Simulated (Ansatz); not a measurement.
# RbOsF3 (cubic perovskite) (Pm-3m): how robust is the cRPA U?, part 2 of 2

What does U in RbOsF3 (cubic perovskite) (Pm-3m) depend on besides the window?

Ansatz 0.2.0; constrained RPA on PBE, plane waves, PAW.

So far. Step 4 (Changed: 6×6×6 mesh): On the Os d shell, screening brings the on-site interaction from 12.8 eV down to U = 4.79 eV. Step 5 (Changed: accuracy low): On the Os d shell, screening brings the on-site interaction from 12.8 eV down to U = 4.81 eV.

The structure was built from a prototype and need not be the compound's stable phase.

### 7. Changed: PBEsol

This step: constrained RPA on PBEsol, plane waves, PAW.

input.yaml reads:

```yaml
crystal:
  lattice:
    - [0.0, -4.29919594, 0.0]
    - [0.0, 0.0, 4.29919594]
    - [-4.29919594, 0.0, 0.0]
  atoms:
    - { symbol: Rb, position: [0.0, 0.0, 0.0] }
    - { symbol: Os, position: [0.5, 0.5, 0.5] }
    - { symbol: F, position: [0.5, 0.5, 0.0] }
    - { symbol: F, position: [0.5, 0.0, 0.5] }
    - { symbol: F, position: [0.0, 0.5, 0.5] }
kpoints:
  mp_grid: { grid: [6, 6, 6] }
hamiltonian:
  xc: pbesol
scf:
  occupations: { method: gaussian, width: 0.08 }
  n_extra_bands: 19
  max_iter: 150
  lower_state_search: "off"
output:
  crpa:
    kmesh: [4, 4, 4]
    target_bands: [v3, c2]
    projections: [{ species: Os, l: d, shell: 5 }]
```

Command:

```sh
ansatz run input.yaml --threads 4 --pin off --max-ram 9216MiB --backend cpu --events-out ev --progress --plain --runs-dir out
```

Numbers of over 12 decimals in the logs are rounded to 6 here.

The program printed:

```text
[...]
Crystal: 5 atoms, lattice volume = 79.462 Å³
Basis set: ecut = 420 eV, 1551 PW (Γ)
Bands: 42, of which v1, the nominal top of the filled ones, is band 23 counted from 1 (22 counted from 0)
Symmetry: 48 space group operations
[...]
k-points: 20 of 216
[...]
χ-basis size per q: N_G = 257..300
[...]
screened: U = 4.7246 eV, U' = 3.9941 eV, J = 0.3358 eV
      screened d-shell averages: U_bar = F0 = 4.1402 eV, J_bar = 0.4819 eV
      screened, to within: U = 8.2e-3 eV, U' = 8.2e-3 eV, J = 6.3e-4 eV
      screened d-shell averages, to within: U_bar = 7.0e-3 eV, J_bar = 9.4e-4 eV
      bare: V = 12.7449 eV, V' = 11.7563 eV, J = 0.4662 eV
      bare d-shell averages: V_bar = F0 = 11.9540 eV, J_bar = 0.6639 eV
[...]
[key lines of the parts left out:]
SCF converged after 7 iterations
Free energy (F): -16866.937158 eV
Fermi energy:    9.382538 eV
```

It took 65 s on 4 threads of Arm Neoverse V2, shared host; peak memory 0.63 GiB.

Numbers from this step:

```
U                                                 : 4.725 eV
U prime (inter-orbital)                           : 3.994 eV
J                                                 : 0.3358 eV
bare V                                            : 12.74 eV
bare J                                            : 0.4662 eV
stated bound on U                                 : 0.008190 eV
U over bare V                                     : 0.3707
electrons in the window                           : 6.000
head of the constrained inverse dielectric matrix : 0.3500
least eigenvalue of the projection's overlap      : 0.5733
target functions                                  : 5
bands in the sums                                 : 50
width of the target bands                         : 4.570 eV
weight of the projected orbitals in the window    : 0.8406
```

On the Os d shell, screening brings the on-site interaction from 12.7 eV down to U = 4.72 eV.

### 8. Changed: volume +6 %

This step: constrained RPA on PBE, plane waves, PAW.

The cell differs from the one that the last finished run ended in (a 4.299 → 4.384 Å, b 4.299 → 4.384 Å, c 4.299 → 4.384 Å).

Changes to input.yaml since step 7:

```diff
@@ -2,5 +2,5 @@
   lattice:
-    - [0.0, -4.29919594, 0.0]
-    - [0.0, 0.0, 4.29919594]
-    - [-4.29919594, 0.0, 0.0]
+    - [0.0, -4.3835153065, 0.0]
+    - [0.0, 0.0, 4.3835153065]
+    - [-4.3835153065, 0.0, 0.0]
   atoms:
@@ -14,3 +14,3 @@
 hamiltonian:
-  xc: pbesol
+  xc: pbe
 scf:
@@ -25 +25,6 @@
     projections: [{ species: Os, l: d, shell: 5 }]
+  local_orbitals:
+    kmesh: [8, 8, 8]
+    orbitals: [{ species: Os, l: d, shell: 5 }]
+    window: { bands: [v3, c2] }
+    seedname: lo
```

The program printed:

```text
[...]
Crystal: 5 atoms, lattice volume = 84.230 Å³
Basis set: ecut = 420 eV, 1647 PW (Γ)
Bands: 42, of which v1, the nominal top of the filled ones, is band 23 counted from 1 (22 counted from 0)
Symmetry: 48 space group operations
[...]
k-points: 20 of 216
[...]
χ-basis size per q: N_G = 292..320
[...]
screened: U = 4.8577 eV, U' = 4.1132 eV, J = 0.3419 eV
      screened d-shell averages: U_bar = F0 = 4.2621 eV, J_bar = 0.4908 eV
      screened, to within: U = 8.6e-3 eV, U' = 8.6e-3 eV, J = 6.4e-4 eV
      screened d-shell averages, to within: U_bar = 7.3e-3 eV, J_bar = 9.6e-4 eV
      bare: V = 12.8679 eV, V' = 11.8688 eV, J = 0.4750 eV
      bare d-shell averages: V_bar = F0 = 12.0686 eV, J_bar = 0.6748 eV
[...]
[key lines of the parts left out:]
SCF converged after 7 iterations
Free energy (F): -17074.746591 eV
Fermi energy:    8.592610 eV
```

Wall time 65 s (4 threads); peak memory 0.65 GiB.

Numbers from this step:

```
U                                                 : 4.858 eV
U prime (inter-orbital)                           : 4.113 eV
J                                                 : 0.3419 eV
bare V                                            : 12.87 eV
bare J                                            : 0.4750 eV
stated bound on U                                 : 0.008531 eV
U over bare V                                     : 0.3775
electrons in the window                           : 6.000
head of the constrained inverse dielectric matrix : 0.3588
least eigenvalue of the projection's overlap      : 0.5839
target functions                                  : 5
bands in the sums                                 : 50
r.m.s. miss of the model bands                    : 0.001241 eV
width of the target bands                         : 4.175 eV
weight of the projected orbitals in the window    : 0.8498
```

On the Os d shell, screening brings the on-site interaction from 12.9 eV down to U = 4.86 eV.

### 9. Side by side

Times are wall times on 4 threads of Arm Neoverse V2, shared host, good to a factor of about two.

| run | bare V (eV) | U (eV) | J (eV) | bound on U (eV) | width (eV) | time |
| --- | --- | --- | --- | --- | --- | --- |
| target window | 12.83 | 4.839 | 0.341 | 0.0085 | 4.63 | 66 s |
| 2×2×2 mesh | 13.19 | 5.048 | 0.348 | 0.0080 | 4.63 | 8.3 s |
| 6×6×6 mesh | 12.79 | 4.789 | 0.340 | 0.0083 | 4.63 | 6.5 min |
| accuracy low | 12.83 | 4.815 | 0.339 | 0.0892 | 4.63 | 29 s |
| PBEsol | 12.74 | 4.725 | 0.336 | 0.0082 | 4.57 | 65 s |
| volume +6 % | 12.87 | 4.858 | 0.342 | 0.0085 | 4.17 | 65 s |

### 10. What came out

- target window: U 4.84 eV, J 0.34 eV
- 2×2×2 mesh: U 5.05 eV, J 0.35 eV
- 6×6×6 mesh: U 4.79 eV, J 0.34 eV
- accuracy low: U 4.81 eV, J 0.34 eV
- PBEsol: U 4.72 eV, J 0.34 eV
- volume +6 %: U 4.86 eV, J 0.34 eV

In words: 2×2×2 mesh moves U by +0.21 eV at 0.13 times the time. 6×6×6 mesh moves U by −0.05 eV at 5.9 times the time. Accuracy low moves U by −0.02 eV (within the solver's bounds, for the mean over orbitals) at 0.44 times the time. PBEsol moves U by −0.11 eV. Volume +6 % moves U by +0.02 eV. The printed bound covers the solver alone, not the mesh. The parent state is non-magnetic and the interaction static (zero frequency); U depends on the window and the orbitals, so it belongs to this model alone. Spin-orbit coupling, which is strong for atoms this heavy, is left out.

[Paths, hosts, dates, memory and timing lines, banners, echoed tables and standing remarks are left out of the program output.]

[Logs are printed without paths, hosts, clocks, repeated set-up lines and the standing remarks that a program may print on its own settings, such as how far it seeks lower states.]

[Runs of the session that timed out or met a known fault of the program may be left out.]

[Hosts, paths, dates, database ids (printed as entryN), source tags and the programs' standing remarks are cut or masked in the printed files.]
